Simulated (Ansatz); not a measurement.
## BaTlI3 (cubic perovskite) (Pm-3m): converging the G0W0 gap

Wanted: a G0W0 gap for BaTlI3 (cubic perovskite) (Pm-3m) that is converged in bands and cutoff, or an estimate of the limit.

Main program and level: Ansatz 0.2.0; G0W0 on PBEsol, plane waves, PAW.

The structure was built from a prototype and need not be the compound's stable phase.

## Step 1: The starting structure

It takes space group Pm-3m (No. 221, cubic). The conventional cell has a = 6.572 Å, b = 6.572 Å, c = 6.572 Å, α = 90.00°, β = 90.00°, γ = 90.00°. Tl has 12 I at 4.65 Å nearest. Nearest to Ba lie 6 I at 3.29 Å. Nearest to I lie 2 Ba at 3.29 Å. It derives from Ba1I3Tl1. Farther neighbours and most contacts between anions are not listed.

The structure was relaxed with PBEsol. The structure type comes from a generator and need not be one that this composition takes. The runs that relaxed it are not among those shown. Spin-orbit coupling is left out unless a step names it. The default PAW set here is soft_2. Its files were made with PBE.

## Step 2: 139 empty bands, screening to 36 eV

G0W0 replaces the xc potential by the self-energy, built once from these orbitals. Only a window of levels is corrected, while the sums run over the empty bands that the input names.

The input, input.yaml:

```yaml
crystal:
  lattice:
    - [6.5717449587, 0.0, 0.0]
    - [0.0, 6.5717449587, 0.0]
    - [0.0, 0.0, 6.5717449587]
  atoms:
    - { symbol: Tl, position: [0.0, 0.0, 0.0] }
    - { symbol: Ba, position: [0.5, 0.5, 0.5] }
    - { symbol: I, position: [0.5, 0.5, 0.0] }
    - { symbol: I, position: [0.5, 0.0, 0.5] }
    - { symbol: I, position: [0.0, 0.5, 0.5] }
kpoints:
  mp_grid: { grid: [2, 2, 2] }
hamiltonian:
  xc: pbesol
scf:
  occupations: { method: fixed }
gw:
  n_empty_bands: 139
  ecut_chi: 36
  qp_bands: [v2, c2]
  qp_kpoints: band_edges
  screening: { model: contour_deformation }
```

Started as:

```sh
$ ansatz run input.yaml --threads 4 --pin off --max-ram 17510MiB --backend cpu --events-out ev --progress --plain --runs-dir out
```

Numbers of over 12 decimals in the logs are rounded to 6 here.

Output:

```text
Engine: ansatz 0.2.0, aarch64-unknown-linux-gnu
Pseudopotentials: kind: paw
Pseudopotential: Tl, paw, valence charge 13, recommended cutoff 420 eV (normal), Tl.paw.azcp
Pseudopotential: Ba, paw, valence charge 10, recommended cutoff 420 eV (normal), Ba.paw.azcp
Pseudopotential: I, paw, valence charge 17, recommended cutoff 420 eV (normal), I.paw.azcp
Functional definition: PBEsol
  exchange = pbesol_x
  correlation = pbesol_c
Crystal: 5 atoms, lattice volume = 283.819 Å³
Basis set: ecut = 420 eV, 5497 PW (Γ)
Bands: 45, of which v1, the nominal top of the filled ones, is band 37 counted from 1 (36 counted from 0)
Symmetry: 48 space group operations
Space group: Pm-3m (ITA 221), of the structure as read, at distance tolerance 6.6e-5 Å
k-points: 4 of 8
Non-local potential: Tl, projectors of the file, l = 0: 2, l = 1: 2, l = 2: 2, l = 3: 1
Non-local potential: Ba, projectors of the file, l = 0: 3, l = 1: 2, l = 2: 2, l = 3: 2
Non-local potential: I, projectors of the file, l = 0: 2, l = 1: 2, l = 2: 2, l = 3: 2
PAW form: soft (Blöchl's): semilocal exchange-correlation on the pseudo side does not see the compensation charge
PAW frozen core: Tl, regenerated for the run's functional, and the local potential with it (the file was generated under x = pbe(κ = 0.804, μ = 0.219515), c = pbe(β = 0.066725))
PAW frozen core: Ba, regenerated for the run's functional, and the local potential with it (the file was generated under x = pbe(κ = 0.804, μ = 0.219515), c = pbe(β = 0.066725))
PAW frozen core: I, regenerated for the run's functional, and the local potential with it (the file was generated under x = pbe(κ = 0.804, μ = 0.219515), c = pbe(β = 0.066725))
PAW one-centre angular grid: Tl, 590 points (default); XC on 64 Gauss nodes
PAW one-centre angular grid: Ba, 194 points (default); XC on 64 Gauss nodes
PAW one-centre angular grid: I, 590 points (default); XC on 64 Gauss nodes
Initial density: superposition of atomic densities (neutral atoms: chi_scale 0, normalization atom), corrected by the library's trained network
Initial wavefunctions: pseudopotential atomic-orbital guess
Functional: x = pbesol(κ = 0.804, μ = 0.123457), c = pbesol(β = 0.046)
SCF iter   1: F=—  HF=-39460.263255 eV  |F-HF|=—  |Δ(HF+E_count)|=         —  Δρ=1.56e-3  dr2=1.19e-2  ethr=1.77e-3  ⟨swp⟩=4.8  Hψ=655  notcnv=0  defer=20
preconditioner: auto → Resta (q_TF=auto, 2.181 Å⁻¹)  ε∞=2.7  [insulator: Δε(μ)=2.499 eV  Ē_g=10.874 eV  n_scr=56 (ndim 8)  ℏωp=14.3 eV  f_vac=0.208  ε∞_Penn≈2.7]
SCF iter   2: F=—  HF=-39460.258182 eV  |F-HF|=—  |Δ(HF+E_count)|=   5.07e-3  Δρ=9.16e-4  dr2=4.26e-3  ethr=1.61e-5  ⟨swp⟩=3.0  Hψ=382  notcnv=0  defer=21
SCF iter   3: F=—  HF=-39460.257489 eV  |F-HF|=—  |Δ(HF+E_count)|=   6.94e-4  Δρ=4.09e-4  dr2=4.61e-4  ethr=5.75e-6  ⟨swp⟩=3.2  Hψ=346  notcnv=0  defer=20
SCF iter   4: F=—  HF=-39460.257250 eV  |F-HF|=—  |Δ(HF+E_count)|=   2.39e-4  Δρ=1.57e-4  dr2=7.67e-5  ethr=6.23e-7  ⟨swp⟩=2.0  Hψ=319  notcnv=0  defer=20
SCF iter   5: F=—  HF=-39460.257267 eV  |F-HF|=—  |Δ(HF+E_count)|=   1.71e-5  Δρ=3.25e-5  dr2=3.63e-6  ethr=1.04e-7  ⟨swp⟩=2.0  Hψ=310  notcnv=0  defer=20
SCF iter   6: F=—  HF=-39460.257270 eV  |F-HF|=—  |Δ(HF+E_count)|=   3.48e-6  Δρ=6.42e-6  dr2=1.17e-7  ethr=4.91e-9  ⟨swp⟩=2.5  Hψ=310  notcnv=0  defer=20
SCF iter   7: F=-39460.257271 eV  HF=-39460.257271 eV  |F-HF|=6.01e-9  |Δ(HF+E_count)|=   2.84e-7  Δρ=9.28e-7  dr2=2.57e-9  ethr=1.35e-10  ⟨swp⟩=14.2  Hψ=925  notcnv=0
SCF 1 converged in 7 iterations: F = -39460.257271 eV  dr2 = 2.57e-9
  greatest PAW one-centre occupation: 0.999 electrons in one spin orbital (limit 2), on the I atom at site 3 (counted from 0), in its partial waves of l = 2
NSCF: frozen V_eff on 4 k-points
G₀W₀ screening: q 1/4
[... further progress lines ...]
SCF converged after 7 iterations
Free energy (F): -39460.257271 eV
Harris-Foulkes:  -39460.257271 eV  (|F-HF|=6.01e-9)
Internal energy: -39460.257271 eV  (E = F + TS)
E sigma→0 (E₀):  -39460.257271 eV
Fermi energy:    2.277357 eV
--- Per-component energies (eV) ---
  E_band       = -1441.973157
  E_kinetic    = 1066.552065
  E_local      = -8958.308063  (includes V_loc(G=0)·N_el)
  E_nonlocal   = 113.820711
  E_hartree    = 4278.940818
  E_xc         = -775.407367
  E_vxc        = -660.147450  (∫ρ·V_xc dr)
  E_paw        = -29367.556805  (= ΣΔE_a)
  E_vpaw       = -1561.772558  (= ΣTr[D̂ρ^β])
  E_aug_tail   = 0.000073  (compensation charges beyond the density's cutoff)
  E_ewald      = -5819.724827
  E_core_change = 1.426124  (= ΣΔE_core)
  E_smearing   = -0.000000  (= −TS)
  E_closure    = -0.000000  (closes the sum)
  Σ components = -39460.257271   (vs F -39460.257271, Δ=0.00e0)
--- Band table (eV) ---
  k-point 0: bands = [... 33 lower, 1.8178, 2.0754, 2.0754, 2.0754, 5.5890, 5.5890, 5.5890, 6.2081, ... 4 higher]
  k-point 1: bands = [... 33 lower, 1.6012, 1.7328, 2.0296, 2.0296, 4.6913, 5.3098, 5.3098, 6.2870, ... 4 higher]
  k-point 2: bands = [... 33 lower, 1.5355, 1.5355, 1.7567, 2.2737, 5.0014, 5.2151, 5.2151, 7.4278, ... 4 higher]
  k-point 3: bands = [... 33 lower, 0.8741, 2.2774, 2.2774, 2.2774, 5.5453, 5.5453, 5.5453, 8.0434, ... 4 higher]
--- G₀W₀: contour deformation, 6 samples at zero and on the imaginary axis and 1 off it, 8 q-points, 139 empty bands' worth ---
  eigenvalues of the whole cell's RPA ε∞ on this k-mesh (on a slab, of 1 + 4πα/V) = 3.7302, 3.7302, 3.7302; static W/v taken at q = 0 is 0.268081
  bands read: the sum over 176 bands ends inside a degenerate multiplet in 2 slots, whose members it reads at an even weight; the widest, k=0: bands 176 to 178 (counted from 1) at 1/3 each
  gw.qp_kpoints: band_edges: 4 of 4 stored k-points solved, in 1 pass; an edge of the gap read off the rows below is read off those points alone
    ik  band        ε_KS         Σx   Σc(E_QP)       V_xc       Z   E_QP_lin       E_QP  E_QP is
     0    36      2.0754   -17.6841     2.4141   -14.7110  0.7642     1.5082     1.5165  root
     0    37      2.0754   -17.6841     2.4141   -14.7110  0.7642     1.5082     1.5165  root
     0    38      5.5890    -5.6493    -3.0519    -9.7413  0.7656     6.6776     6.6292  root
     0    39      5.5890    -5.6493    -3.0519    -9.7413  0.7656     6.6776     6.6292  root
     1    36      2.0296   -17.5957     2.4391   -14.5748  0.7619     1.4385     1.4479  root
     1    37      2.0296   -17.5957     2.4391   -14.5748  0.7619     1.4385     1.4479  root
     1    38      4.6913    -4.4605    -2.8056    -8.0822  0.7955     5.5255     5.5074  root
     1    39      5.3098    -5.2606    -2.9364    -9.1753  0.7768     6.3232     6.2882  root
     2    36      1.7567   -17.9002     2.4982   -14.7994  0.7631     1.1440     1.1542  root
     2    37      2.2737   -17.1957     2.3841   -14.2248  0.7596     1.6775     1.6870  root
     2    38      5.0014    -4.5298    -2.8937    -8.3309  0.7866     5.9347     5.9088  root
     2    39      5.2151    -5.6530    -2.8379    -9.4413  0.7804     6.1962     6.1656  root
     3    36      2.2774   -17.1958     2.3764   -14.2342  0.7597     1.6828     1.6922  root
     3    37      2.2774   -17.1958     2.3764   -14.2342  0.7597     1.6828     1.6922  root
     3    38      5.5453    -5.7356    -3.0200    -9.7851  0.7682     6.6199     6.5749  root
     3    39      5.5453    -5.7356    -3.0200    -9.7851  0.7682     6.6199     6.5749  root
```

Elapsed: 8 s, on 4 threads of Arm Neoverse V2, shared host; peak memory 0.95 GiB.

The column dr2 measures how far the density is from self-consistency, as an energy; F and HF (Harris–Foulkes) agree once it is small.

This step gave:

```
bands summed                                 : 176
RPA ε∞ on this mesh (eigenvalues)            : 3.730, 3.730, 3.730
plane waves in the screening matrix          : 147
q-points in the mesh                         : 8
G0W0 gap on the mesh                         : 3.815 eV
k of the valence top                         : -0.5, -0.5, -0.5
k of the conduction bottom                   : 0, 0, -0.5
starting gap on the mesh                     : 2.414 eV
Z at the valence top                         : 0.7597
Z at the conduction bottom                   : 0.7955
least direct G0W0 gap on the computed points : 4.060 eV
```

The gap on the mesh goes from 2.41 eV to 3.82 eV, a correction of +1.40 eV. Between the two edge states, bare exchange in place of the xc potential would open the gap by 6.58 eV, and correlation takes back 5.18 eV.

## Step 3: 393 empty bands, screening to 72 eV

Another rung: the empty bands reach about as high as the screening cutoff, so the two stay in balance.

input.yaml, as its differences from that of step 2:

```diff
@@ -18,4 +18,4 @@
 gw:
-  n_empty_bands: 139
-  ecut_chi: 36
+  n_empty_bands: 393
+  ecut_chi: 72
   qp_bands: [v2, c2]
```

Output:

```text
[...]
Crystal: 5 atoms, lattice volume = 283.819 Å³
Basis set: ecut = 420 eV, 5497 PW (Γ)
Bands: 45, of which v1, the nominal top of the filled ones, is band 37 counted from 1 (36 counted from 0)
Symmetry: 48 space group operations
[...]
k-points: 4 of 8
[...]
SCF iter   1: F=—  HF=-39460.263255 eV  |F-HF|=—  |Δ(HF+E_count)|=         —  Δρ=1.56e-3  dr2=1.19e-2  ethr=1.77e-3  ⟨swp⟩=4.8  Hψ=655  notcnv=0  defer=20
[...]
SCF iter   7: F=-39460.257271 eV  HF=-39460.257271 eV  |F-HF|=6.01e-9  |Δ(HF+E_count)|=   2.84e-7  Δρ=9.28e-7  dr2=2.57e-9  ethr=1.35e-10  ⟨swp⟩=14.2  Hψ=925  notcnv=0
SCF 1 converged in 7 iterations: F = -39460.257271 eV  dr2 = 2.57e-9
[...]
NSCF: frozen V_eff on 4 k-points
G₀W₀ screening: q 1/4
[... further progress lines ...]
SCF converged after 7 iterations
Free energy (F): -39460.257271 eV
[...]
Internal energy: -39460.257271 eV  (E = F + TS)
E sigma→0 (E₀):  -39460.257271 eV
Fermi energy:    2.277357 eV
[...]
--- Band table (eV) ---
  k-point 0: bands = [... 33 lower, 1.8178, 2.0754, 2.0754, 2.0754, 5.5890, 5.5890, 5.5890, 6.2081, ... 4 higher]
  k-point 1: bands = [... 33 lower, 1.6012, 1.7328, 2.0296, 2.0296, 4.6913, 5.3098, 5.3098, 6.2870, ... 4 higher]
  k-point 2: bands = [... 33 lower, 1.5355, 1.5355, 1.7567, 2.2737, 5.0014, 5.2151, 5.2151, 7.4278, ... 4 higher]
  k-point 3: bands = [... 33 lower, 0.8741, 2.2774, 2.2774, 2.2774, 5.5453, 5.5453, 5.5453, 8.0434, ... 4 higher]
[...]
0    36      2.0754   -17.6841     2.0662   -14.7110  0.7577     1.1449     1.1686  root
     0    37      2.0754   -17.6841     2.0662   -14.7110  0.7577     1.1449     1.1686  root
     0    38      5.5890    -5.6493    -3.2794    -9.7413  0.7635     6.4290     6.4016  root
     0    39      5.5890    -5.6493    -3.2794    -9.7413  0.7635     6.4290     6.4016  root
     1    36      2.0296   -17.5957     2.0991   -14.5748  0.7553     1.0824     1.1079  root
     1    37      2.0296   -17.5957     2.0991   -14.5748  0.7553     1.0824     1.1079  root
     1    38      4.6913    -4.4605    -2.9819    -8.0822  0.7945     5.3417     5.3311  root
     1    39      5.3098    -5.2606    -3.1514    -9.1753  0.7750     6.0932     6.0732  root
[...]
3    36      2.2774   -17.1958     2.0448   -14.2342  0.7524     1.3355     1.3605  root
     3    37      2.2774   -17.1958     2.0448   -14.2342  0.7524     1.3355     1.3605  root
     3    38      5.5453    -5.7356    -3.2503    -9.7851  0.7660     6.3697     6.3445  root
     3    39      5.5453    -5.7356    -3.2503    -9.7851  0.7660     6.3697     6.3445  root
```

Run time: 31 s. Hardware: 4 threads; peak memory 2.2 GiB.

This step gave:

```
bands summed                                 : 430
RPA ε∞ on this mesh (eigenvalues)            : 3.711, 3.711, 3.711
plane waves in the screening matrix          : 389
q-points in the mesh                         : 8
G0W0 gap on the mesh                         : 3.971 eV
k of the valence top                         : -0.5, -0.5, -0.5
k of the conduction bottom                   : 0, 0, -0.5
starting gap on the mesh                     : 2.414 eV
Z at the valence top                         : 0.7524
Z at the conduction bottom                   : 0.7945
least direct G0W0 gap on the computed points : 4.223 eV
```

Against the run with 2×2×2 mesh, 139 empty bands, screening to 36 eV, the gap moves by +0.16 eV.

## Step 4: 847 empty bands, screening to 120 eV

input.yaml, as its differences from that of step 3:

```diff
@@ -18,4 +18,4 @@
 gw:
-  n_empty_bands: 393
-  ecut_chi: 72
+  n_empty_bands: 847
+  ecut_chi: 120.0
   qp_bands: [v2, c2]
```

Output:

```text
[...]
Crystal: 5 atoms, lattice volume = 283.819 Å³
Basis set: ecut = 420 eV, 5497 PW (Γ)
Bands: 45, of which v1, the nominal top of the filled ones, is band 37 counted from 1 (36 counted from 0)
Symmetry: 48 space group operations
[...]
k-points: 4 of 8
[...]
1    39      5.3098    -5.2606    -3.2683    -9.1753  0.7743     5.9702     5.9562  root
[...]
3    36      2.2774   -17.1958     1.8143   -14.2342  0.7504     1.0882     1.1301  root
     3    37      2.2774   -17.1958     1.8143   -14.2342  0.7504     1.0882     1.1301  root
     3    38      5.5453    -5.7356    -3.3809    -9.7851  0.7651     6.2309     6.2139  root
     3    39      5.5453    -5.7356    -3.3809    -9.7851  0.7651     6.2309     6.2139  root
[key lines of the parts left out:]
SCF converged after 7 iterations
Free energy (F): -39460.257271 eV
Fermi energy:    2.277357 eV
```

Wall time 2.3 min (4 threads); peak memory 5.6 GiB.

Numbers from this step:

```
bands summed                                 : 884
RPA ε∞ on this mesh (eigenvalues)            : 3.708, 3.708, 3.708
plane waves in the screening matrix          : 847
G0W0 gap on the mesh                         : 4.104 eV
k of the valence top                         : -0.5, -0.5, -0.5
k of the conduction bottom                   : 0, 0, -0.5
starting gap on the mesh                     : 2.414 eV
least direct G0W0 gap on the computed points : 4.362 eV
```

Against the run with 2×2×2 mesh, 393 empty bands, screening to 72 eV, the gap moves by +0.13 eV.

(Continued in part 2 of 2.)

[Paths, hosts, dates, memory and timing lines, banners, echoed tables and standing remarks are left out of the program output.]

[Logs are printed without paths, hosts, clocks, repeated set-up lines and the standing remarks that a program may print on its own settings, such as how far it seeks lower states.]

[Runs of the session that timed out or met a known fault of the program may be left out.]

[Cells called generated may have been cut or substituted from an entry of the Crystallography Open Database or the Materials Project.]

[Hosts, paths, dates, database ids (printed as entryN), source tags and the programs' standing remarks are cut or masked in the printed files.]
